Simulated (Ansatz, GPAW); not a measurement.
**How SrH2S2 (model structure) absorbs and reflects light**

Wanted: where SrH2S2 (model structure) starts to absorb, how strongly, and its refractive index. The structure is a model built here, which may or may not match a known phase. It was built so: All Ca replaced by Sr and O replaced by S in the P-3m1 structure of CaH2O2. The cell is first relaxed with Ansatz.

Calculated with GPAW 26.7.0; DFT, LDA, plane-wave PAW (GPAW data sets), scalar-relativistic, RPA, optical limit.

### 1. Starting point

Symmetry: P-3m1, No. 164, trigonal system. The conventional cell has a = 4.436 Å, b = 4.436 Å, c = 6.070 Å, α = 90.00°, β = 90.00°, γ = 120.00°. Sr has 6 S at 2.93 Å nearest. Nearest to S lie 1 H at 1.18 Å and 3 Sr at 2.93 Å. H has 1 S at 1.18 Å nearest. All Ca replaced by Sr and O replaced by S in the P-3m1 structure of CaH2O2. Farther neighbours and most contacts between anions are not listed.

### 2. Relaxation

Spectra hang on bond lengths, so the cell is first brought to its minimum.

This step: DFT, LDA, plane-wave PAW, default files, scalar-relativistic, relaxation (Ansatz 0.2.0).

input.yaml reads:

```yaml
crystal:
  lattice:
    - [4.4358100021, 0.0, 0.0]
    - [-2.2179050011, 3.8415241482, 0.0]
    - [0.0, 0.0, 6.06973054]
  atoms:
    - { symbol: Sr, position: [0.0, 0.0, 0.0] }
    - { symbol: S, position: [0.6666666667, 0.3333333333, 0.2341] }
    - { symbol: S, position: [0.3333333333, 0.6666666667, 0.7659] }
    - { symbol: H, position: [0.6666666667, 0.3333333333, 0.4285] }
    - { symbol: H, position: [0.3333333333, 0.6666666667, 0.5715] }
kpoints:
  mp_grid: { grid: [6, 6, 4] }
scf:
  occupations: { method: fermi_dirac, width: 0.05 }
hamiltonian:
  xc: lda
output:
  forces: true
  stress: true
relax:
  f_tol: 0.02
  max_steps: 50
  cell: {}
```

Run with:

```
ansatz run input.yaml --threads 1 --pin off --max-ram 4096MiB --backend cpu --events-out ev --progress --plain --runs-dir out
```

Numbers of over 12 decimals in the logs are rounded to 6 here.

Output:

```text
Engine: ansatz 0.2.0, aarch64-unknown-linux-gnu
Pseudopotentials: kind: paw
Pseudopotential: Sr, paw, valence charge 10, recommended cutoff 420 eV (normal), Sr.paw.azcp
Pseudopotential: S, paw, valence charge 6, recommended cutoff 420 eV (normal), S.paw.azcp
Pseudopotential: H, paw, valence charge 1, recommended cutoff 420 eV (normal), H.paw.azcp
Functional definition: SPW92
  exchange = slater_x
  correlation = pw_c
Crystal: 5 atoms, lattice volume = 103.430 Å³
Basis set: ecut = 420 eV, 2055 PW (Γ)
Bands: 17, of which v1, the nominal top of the filled ones, is band 12 counted from 1 (11 counted from 0)
Symmetry: 12 space group operations
Space group: P-3m1 (ITA 164), of the structure as read, at distance tolerance 4.7e-5 Å
k-points: 24 of 144
Non-local potential: Sr, projectors of the file, l = 0: 3, l = 1: 2, l = 2: 2
Non-local potential: S, projectors of the file, l = 0: 2, l = 1: 2, l = 2: 2
Non-local potential: H, projectors of the file, l = 0: 2, l = 1: 1
PAW form: soft (Blöchl's): semilocal exchange-correlation on the pseudo side does not see the compensation charge
PAW frozen core: Sr, regenerated for the run's functional, and the local potential with it (the file was generated under x = pbe(κ = 0.804, μ = 0.219515), c = pbe(β = 0.066725))
PAW frozen core: S, regenerated for the run's functional, and the local potential with it (the file was generated under x = pbe(κ = 0.804, μ = 0.219515), c = pbe(β = 0.066725))
PAW one-centre angular grid: Sr, 110 points (default); XC on 64 Gauss nodes
PAW one-centre angular grid: S, 110 points (default); XC on 64 Gauss nodes
PAW one-centre angular grid: H, 110 points (default); XC on 64 Gauss nodes
Initial density: superposition of atomic densities (neutral atoms: chi_scale 0, normalization atom), corrected by the library's trained network
Initial wavefunctions: pseudopotential atomic-orbital guess
Functional: x = slater, c = lda
SCF iter   1: F=—  HF=-5218.147648 eV  |F-HF|=—  |Δ(HF+E_count)|=         —  Δρ=5.98e-3  dr2=2.75e-2  ethr=1.77e-3  ⟨swp⟩=8.8  Hψ=3096  notcnv=0
preconditioner: auto → Resta (q_TF=auto, 2.139 Å⁻¹)  ε∞=2.7  [insulator: Δε(μ)=3.307 eV  Ē_g=13.104 eV  σ=0.050 eV  W_gap=1.00  n_scr=22 (ndim 8)  ℏωp=17.1 eV  f_vac=0.045  D(μ)=0.00/eV (n_scr^D=0)  ε∞_Penn≈2.7]
SCF iter   2: F=—  HF=-5218.140716 eV  |F-HF|=—  |Δ(HF+E_count)|=   6.93e-3  Δρ=2.95e-3  dr2=6.29e-3  ethr=1.15e-4  ⟨swp⟩=2.2  Hψ=788  notcnv=0  defer=2
SCF iter   3: F=—  HF=-5218.138980 eV  |F-HF|=—  |Δ(HF+E_count)|=   1.74e-3  Δρ=3.01e-4  dr2=1.44e-4  ethr=2.62e-5  ⟨swp⟩=2.2  Hψ=531  notcnv=0  defer=5
SCF iter   4: F=—  HF=-5218.138973 eV  |F-HF|=—  |Δ(HF+E_count)|=   7.18e-6  Δρ=9.94e-5  dr2=1.46e-5  ethr=6.00e-7  ⟨swp⟩=2.0  Hψ=562  notcnv=0  defer=5
SCF iter   5: F=—  HF=-5218.138973 eV  |F-HF|=—  |Δ(HF+E_count)|=   9.74e-8  Δρ=2.57e-5  dr2=1.08e-6  ethr=6.10e-8  ⟨swp⟩=2.0  Hψ=528  notcnv=0  defer=5
SCF iter   6: F=-5218.138973 eV  HF=-5218.138973 eV  |F-HF|=5.99e-8  |Δ(HF+E_count)|=   3.55e-7  Δρ=7.02e-6  dr2=6.03e-8  ethr=4.17e-10  ⟨swp⟩=6.0  Hψ=1662  notcnv=0
SCF 1 converged in 6 iterations: F = -5218.138973 eV  dr2 = 6.03e-8
  greatest PAW one-centre occupation: 0.987 electrons in one spin orbital (limit 2), on the Sr atom at site 0 (counted from 0), in its partial waves of l = 0
relax step   1: F+E_penalty+E_count = -5218.13897333 eV  Δ(F+E_penalty+E_count) = +0.000e0 eV  max|allowed force component| = 6.901e0 eV/Å  Δτ_max = 0.0000 Å  P = +8.483 GPa  Ω = 103.430 Å³  (6 SCF iters, dr2 threshold 1.00e-7 eV, accepted)
Crystal: 5 atoms, lattice volume = 102.828 Å³
Basis set: ecut = 420 eV, 1993 PW (Γ)
Initial density: handed on by an earlier stage of this run
Initial wavefunctions: those handed on with the density
iter 1 solved again at ethr=4.58e-4 eV; its pass at ethr=3.10e-3 eV (dr2=1.10e-1 eV) is discarded
SCF iter   1: F=—  HF=-5219.001056 eV  |F-HF|=—  |Δ(HF+E_count)|=         —  Δρ=1.39e-2  dr2=1.04e-1  ethr=4.58e-4  ⟨swp⟩=1.2  Hψ=3092  notcnv=0
preconditioner: auto → Resta (q_TF=auto, 2.141 Å⁻¹)  ε∞=2.8  [insulator: Δε(μ)=3.169 eV  Ē_g=12.884 eV  σ=0.050 eV  W_gap=1.00  n_scr=22 (ndim 8)  ℏωp=17.2 eV  f_vac=0.031  D(μ)=0.00/eV (n_scr^D=0)  ε∞_Penn≈2.8]
SCF iter   2: F=—  HF=-5218.976409 eV  |F-HF|=—  |Δ(HF+E_count)|=   2.46e-2  Δρ=6.31e-3  dr2=1.64e-2  ethr=4.35e-4  ⟨swp⟩=2.1  Hψ=656  notcnv=0
SCF iter   3: F=—  HF=-5218.973752 eV  |F-HF|=—  |Δ(HF+E_count)|=   2.66e-3  Δρ=9.76e-4  dr2=4.24e-4  ethr=6.83e-5  ⟨swp⟩=2.0  Hψ=515  notcnv=0
SCF iter   4: F=—  HF=-5218.973868 eV  |F-HF|=—  |Δ(HF+E_count)|=   1.16e-4  Δρ=1.49e-4  dr2=2.76e-5  ethr=1.77e-6  ⟨swp⟩=2.0  Hψ=591  notcnv=0
SCF iter   5: F=—  HF=-5218.973877 eV  |F-HF|=—  |Δ(HF+E_count)|=   9.81e-6  Δρ=5.01e-5  dr2=5.40e-6  ethr=1.15e-7  ⟨swp⟩=2.0  Hψ=552  notcnv=0
SCF iter   6: F=-5218.973876 eV  HF=-5218.973876 eV  |F-HF|=9.89e-8  |Δ(HF+E_count)|=   9.39e-7  Δρ=1.62e-5  dr2=2.68e-7  ethr=2.08e-9  ⟨swp⟩=4.0  Hψ=1776  notcnv=0
SCF 2 converged in 6 iterations: F = -5218.973876 eV  dr2 = 2.68e-7
relax step   2: F+E_penalty+E_count = -5218.97387638 eV  Δ(F+E_penalty+E_count) = -8.349e-1 eV  max|allowed force component| = 2.840e0 eV/Å  Δτ_max = 0.1368 Å  P = +3.478 GPa  Ω = 102.828 Å³  energy of the carried Pulay correction = +2.111e-4 eV  (6 SCF iters, dr2 threshold 5.00e-7 eV, accepted)
Crystal: 5 atoms, lattice volume = 104.748 Å³
Basis set: ecut = 420 eV, 2053 PW (Γ)
iter 1 solved again at ethr=1.00e-4 eV; its pass at ethr=3.10e-3 eV (dr2=2.40e-2 eV) is discarded
SCF iter   1: F=—  HF=-5219.191632 eV  |F-HF|=—  |Δ(HF+E_count)|=         —  Δρ=5.50e-3  dr2=2.43e-2  ethr=1.00e-4  ⟨swp⟩=2.0  Hψ=3015  notcnv=0
preconditioner: auto → Resta (q_TF=auto, 2.134 Å⁻¹)  ε∞=2.8  [insulator: Δε(μ)=3.223 eV  Ē_g=12.756 eV  σ=0.050 eV  W_gap=1.00  n_scr=22 (ndim 8)  ℏωp=17.0 eV  f_vac=0.040  D(μ)=0.00/eV (n_scr^D=0)  ε∞_Penn≈2.8]
SCF iter   2: F=—  HF=-5219.184295 eV  |F-HF|=—  |Δ(HF+E_count)|=   7.34e-3  Δρ=2.35e-3  dr2=3.67e-3  ethr=1.00e-4  ⟨swp⟩=2.5  Hψ=591  notcnv=0
SCF iter   3: F=—  HF=-5219.183002 eV  |F-HF|=—  |Δ(HF+E_count)|=   1.29e-3  Δρ=4.16e-4  dr2=1.62e-4  ethr=1.53e-5  ⟨swp⟩=2.3  Hψ=538  notcnv=0
SCF iter   4: F=—  HF=-5219.182968 eV  |F-HF|=—  |Δ(HF+E_count)|=   3.39e-5  Δρ=6.95e-5  dr2=8.60e-6  ethr=6.73e-7  ⟨swp⟩=2.4  Hψ=591  notcnv=0
SCF iter   5: F=—  HF=-5219.182970 eV  |F-HF|=—  |Δ(HF+E_count)|=   2.13e-6  Δρ=2.41e-5  dr2=8.71e-7  ethr=3.58e-8  ⟨swp⟩=2.0  Hψ=555  notcnv=0
SCF iter   6: F=-5219.182970 eV  HF=-5219.182970 eV  |F-HF|=3.50e-8  |Δ(HF+E_count)|=   4.85e-8  Δρ=5.28e-6  dr2=3.98e-8  ethr=2.08e-9  ⟨swp⟩=5.2  Hψ=1498  notcnv=0
SCF 3 converged in 6 iterations: F = -5219.182970 eV  dr2 = 3.98e-8
relax step   3: F+E_penalty+E_count = -5219.18296988 eV  Δ(F+E_penalty+E_count) = -2.091e-1 eV  max|allowed force component| = 8.612e-1 eV/Å  Δτ_max = 0.0238 Å  P = +0.712 GPa  Ω = 104.748 Å³  energy of the carried Pulay correction = -4.576e-4 eV  (6 SCF iters, dr2 threshold 5.00e-7 eV, accepted)
[...]
relax step   4: F+E_penalty+E_count = -5219.22020990 eV  Δ(F+E_penalty+E_count) = -3.724e-2 eV  max|allowed force component| = 2.493e-1 eV/Å  Δτ_max = 0.0780 Å  P = +0.097 GPa  Ω = 102.271 Å³  energy of the carried Pulay correction = +4.073e-4 eV  (6 SCF iters, dr2 threshold 5.00e-7 eV, accepted)
[...]
relax step   5: F+E_penalty+E_count = -5219.23093799 eV  Δ(F+E_penalty+E_count) = -1.073e-2 eV  max|allowed force component| = 3.978e-2 eV/Å  Δτ_max = 0.0427 Å  P = +0.181 GPa  Ω = 100.448 Å³  energy of the carried Pulay correction = +1.057e-3 eV  (5 SCF iters, dr2 threshold 5.00e-7 eV, accepted)
[...]
relax step   6: F+E_penalty+E_count = -5219.23115991 eV  Δ(F+E_penalty+E_count) = -2.219e-4 eV  max|allowed force component| = 3.984e-2 eV/Å  Δτ_max = 0.0011 Å  P = +0.158 GPa  Ω = 100.478 Å³  energy of the carried Pulay correction = +1.046e-3 eV  (3 SCF iters, dr2 threshold 2.44e-7 eV, accepted)
[...]
relax step   7: F+E_penalty+E_count = -5219.23276494 eV  Δ(F+E_penalty+E_count) = -1.605e-3 eV  max|allowed force component| = 2.550e-2 eV/Å  Δτ_max = 0.0156 Å  P = +0.060 GPa  Ω = 100.280 Å³  energy of the carried Pulay correction = +1.118e-3 eV  (5 SCF iters, dr2 threshold 2.02e-7 eV, accepted)
[...]
relax step   8: F+E_penalty+E_count = -5219.23390215 eV  Δ(F+E_penalty+E_count) = -1.137e-3 eV  max|allowed force component| = 4.487e-3 eV/Å  Δτ_max = 0.0205 Å  P = +0.002 GPa  Ω = 99.926 Å³  energy of the carried Pulay correction = +1.246e-3 eV  (6 SCF iters, dr2 threshold 5.89e-8 eV, accepted)
[...]
relax step   9: F+E_penalty+E_count = -5219.23402558 eV  Δ(F+E_penalty+E_count) = -1.234e-4 eV  max|allowed force component| = 4.261e-3 eV/Å  Δτ_max = 0.0075 Å  P = +0.010 GPa  Ω = 99.698 Å³  energy of the carried Pulay correction = +1.328e-3 eV  (7 SCF iters, accepted)
Initial wavefunctions: pseudopotential atomic-orbital guess (no wavefunctions were taken with the density)
iter 1 solved again at ethr=1.50e-6 eV; its pass at ethr=3.10e-3 eV (dr2=3.60e-4 eV) is discarded
SCF iter   1: F=—  HF=-5219.233817 eV  |F-HF|=—  |Δ(HF+E_count)|=         —  Δρ=1.08e-4  dr2=8.24e-7  ethr=1.50e-6  ⟨swp⟩=3.4  Hψ=4125  notcnv=0
eigensolver tolerance schedule: the retry pair's looser diagonalisation over-reported the residual by 436.37 of it (diagonalisation noise at 0.27 of the residual, at the tolerance the schedule requests for it); recorded, not acted on — ethr = c·dr2/N_el stays at c = 1.0e-1
preconditioner: auto → Resta (q_TF=auto, 2.152 Å⁻¹)  ε∞=2.9  [insulator: Δε(μ)=2.962 eV  Ē_g=12.740 eV  σ=0.050 eV  W_gap=1.00  n_scr=20 (ndim 8)  ℏωp=17.4 eV  f_vac=0.028  D(μ)=0.00/eV (n_scr^D=0)  ε∞_Penn≈2.9]
SCF iter   2: F=—  HF=-5219.233824 eV  |F-HF|=—  |Δ(HF+E_count)|=   7.09e-6  Δρ=5.53e-5  dr2=2.22e-7  ethr=3.43e-9  ⟨swp⟩=3.0  Hψ=764  notcnv=0
SCF iter   3: F=—  HF=-5219.233826 eV  |F-HF|=—  |Δ(HF+E_count)|=   1.88e-6  Δρ=3.83e-6  dr2=1.62e-8  ethr=9.27e-10  ⟨swp⟩=2.5  Hψ=566  notcnv=0
SCF iter   4: F=—  HF=-5219.233826 eV  |F-HF|=—  |Δ(HF+E_count)|=   3.59e-9  Δρ=1.05e-6  dr2=1.02e-9  ethr=6.75e-11  ⟨swp⟩=2.0  Hψ=559  notcnv=0
SCF iter   5: F=—  HF=-5219.233826 eV  |F-HF|=—  |Δ(HF+E_count)|=  1.31e-10  Δρ=4.19e-7  dr2=1.15e-10  ethr=4.24e-12  ⟨swp⟩=2.8  Hψ=624  notcnv=0
SCF iter   6: F=-5219.233826 eV  HF=-5219.233826 eV  |F-HF|=9.09e-13  |Δ(HF+E_count)|=  1.00e-11  Δρ=5.32e-8  dr2=1.58e-12  ethr=1.00e-12  ⟨swp⟩=5.0  Hψ=1516  notcnv=0
SCF 10 converged in 6 iterations: F = -5219.233826 eV  dr2 = 1.58e-12
relax step  10: F+E_penalty+E_count = -5219.23382609 eV  Δ(F+E_penalty+E_count) = +1.995e-4 eV  max|allowed force component| = 4.663e-3 eV/Å  Δτ_max = 0.0000 Å  P = -0.006 GPa  Ω = 99.698 Å³  stress off target by 2.47e-2 GPa  SCF on the basis re-selected at this cell (its energy is not comparable with the rows above)  (6 SCF iters)
basis re-selected at this cell: Δ(F+E_penalty+E_count) = +1.995e-4 eV, ΔP = -0.016 GPa vs the last step (what re-selecting the basis moved, of the pressure what is left beyond the Pulay correction that the steps carried, after the strain that the cell walked since its last selection, with what the two solves' SCF thresholds leave and, on support functions, any second-order correction that the steps lacked; it is no measure of the basis error at this ecutwfc). The dense FFT grid was sized anew with the basis: this SCF ran on 32×32×40 points, the steps before it on 30×30×45, so part of this shift can come from that change (see relax.cell in the input reference). [rest of the remark cut]
SCF converged after 6 iterations
Free energy (F): -5219.233826 eV
Harris-Foulkes:  -5219.233826 eV  (|F-HF|=9.09e-13)
Internal energy: -5219.233826 eV  (E = F + TS)
E sigma→0 (E₀):  -5219.233826 eV
Fermi energy:    4.418630 eV
--- Per-component energies (eV) ---
  E_band       = -159.399244
  E_kinetic    = 487.207303
  E_local      = -1107.771637  (includes V_loc(G=0)·N_el)
  E_nonlocal   = 268.045399
  E_hartree    = 304.624875
  E_xc         = -381.828348
  E_vxc        = -360.402512  (∫ρ·V_xc dr)
  E_paw        = -3735.825947  (= ΣΔE_a)
  E_vpaw       = -55.725318  (= ΣTr[D̂ρ^β])
  E_aug_tail   = -0.002212  (compensation charges beyond the density's cutoff)
  E_ewald      = -1054.283789
  E_core_change = 0.600530  (= ΣΔE_core)
  E_smearing   = -0.000000  (= −TS)
  E_closure    = 0.000000  (closes the sum)
  Σ components = -5219.233826   (vs F -5219.233826, Δ=0.00e0)
--- Forces (eV/Å), atoms counted from 1 ---
  atom   1  Sr     0.00000000    -0.00000000     0.00000000
  atom   2  S      0.00000000     0.00000000    -0.00466299
  atom   3  S     -0.00000000     0.00000000     0.00466299
  atom   4  H      0.00000000     0.00000000     0.00190033
  atom   5  H     -0.00000000     0.00000000    -0.00190033
  max |Σ_I F_I| component: 1.16e-18 eV/Å
--- Stress (GPa, compression-positive) ---
        0.003173       0.000000       0.000000
        0.000000       0.003173      -0.000000
        0.000000      -0.000000      -0.024718
  P = ⅓ Tr σ = -0.0061 GPa (-0.061 kbar)
--- Relaxed structure (9 steps of the walk, 9 accepted, 1 SCFs on fresh bases) ---
  F+E_penalty+E_count = -5219.23382609 eV   max|allowed force component| = 4.663e-3 eV/Å   (the final SCF, on the basis selected at the relaxed cell)
  cell:  # Å, volume = 99.6985 Å³
    - [4.521560, 2.942532874174486e-11, 0]
    - [-2.260780, 3.915786, 0]
    - [0, 0, 5.630943]
  atoms:
    - { symbol: Sr, position: [0, 0, 0] }
    - { symbol: S, position: [0.666667, 0.333333, 0.240158] }
    - { symbol: S, position: [0.333333, 0.666667, 0.759842] }
    - { symbol: H, position: [0.666667, 0.333333, 0.481692] }
    - { symbol: H, position: [0.333333, 0.666667, 0.518308] }
```

Wall time 20 s (1 thread of Arm Neoverse V2, shared host); peak memory 0.34 GiB.

Relaxation path:

```
step  energy less that of the first step (eV)  largest force component (eV/Å)  pressure (GPa)  volume (Å³)
   1                                   0.0000                          6.9005            8.48       103.43
   2                                  -0.8349                          2.8395            3.48       102.83
   3                                  -1.0440                          0.8612            0.71       104.75
   4                                  -1.0812                          0.2493            0.10       102.27
   5                                  -1.0920                          0.0398            0.18       100.45
   6                                  -1.0922                          0.0398            0.16       100.48
   7                                  -1.0938                          0.0255            0.06       100.28
   8                                  -1.0949                          0.0045            0.00        99.93
   9                                  -1.0951                          0.0043            0.01        99.70
 10*                                  -1.0949                          0.0047           -0.01        99.70
```

Relaxation steps marked * repeat the geometry before them on a plane-wave basis chosen anew for their cell, so energy and pressure can jump there.

The run keeps the 12 symmetry operations that it works with, so distortions that break them were not tested.

```
conventional cell, symmetrised  before  after  change
                         a (Å)   4.436  4.522  +1.9 %
                         b (Å)   4.436  4.522  +1.9 %
                         c (Å)   6.070  5.631  -7.2 %
              volume (Å³/atom)   20.69  19.94  -3.6 %
```

The atoms that moved most (Å, as changes of fractional coordinates times the final cell):

```
atom     dx     dy      dz  length
  H4  0.000  0.000   0.300   0.300
  H5  0.000  0.000  -0.300   0.300
  S3  0.000  0.000  -0.034   0.034
  S2  0.000  0.000   0.034   0.034
```

Final coordinates:

```cif
data_structure
_symmetry_space_group_name_H-M 'P 1'
_symmetry_Int_Tables_number 1
_cell_length_a 4.5216
_cell_length_b 4.5216
_cell_length_c 5.6309
_cell_angle_alpha 90.000
_cell_angle_beta 90.000
_cell_angle_gamma 120.000
_cell_volume 99.70
loop_
_atom_site_label
_atom_site_type_symbol
_atom_site_fract_x
_atom_site_fract_y
_atom_site_fract_z
_atom_site_occupancy
Sr1 Sr 0.00000 0.00000 0.00000 1
S2 S 0.66667 0.33333 0.24016 1
S3 S 0.33333 0.66667 0.75984 1
H4 H 0.66667 0.33333 0.48169 1
H5 H 0.33333 0.66667 0.51831 1
```

The relaxation ends with a largest force component of 0.0047 eV/Å and a pressure of -0.01 GPa.

[end of part 1 of 3]

[Machine, clock and banner lines and Python warnings are left out of the logs.]

[Logs are printed without paths, hosts, clocks, repeated set-up lines and the standing remarks that a program may print on its own settings, such as how far it seeks lower states.]

[Hosts, paths, dates, database ids (printed as entryN), source tags and the programs' standing remarks are cut or masked in the printed files.]
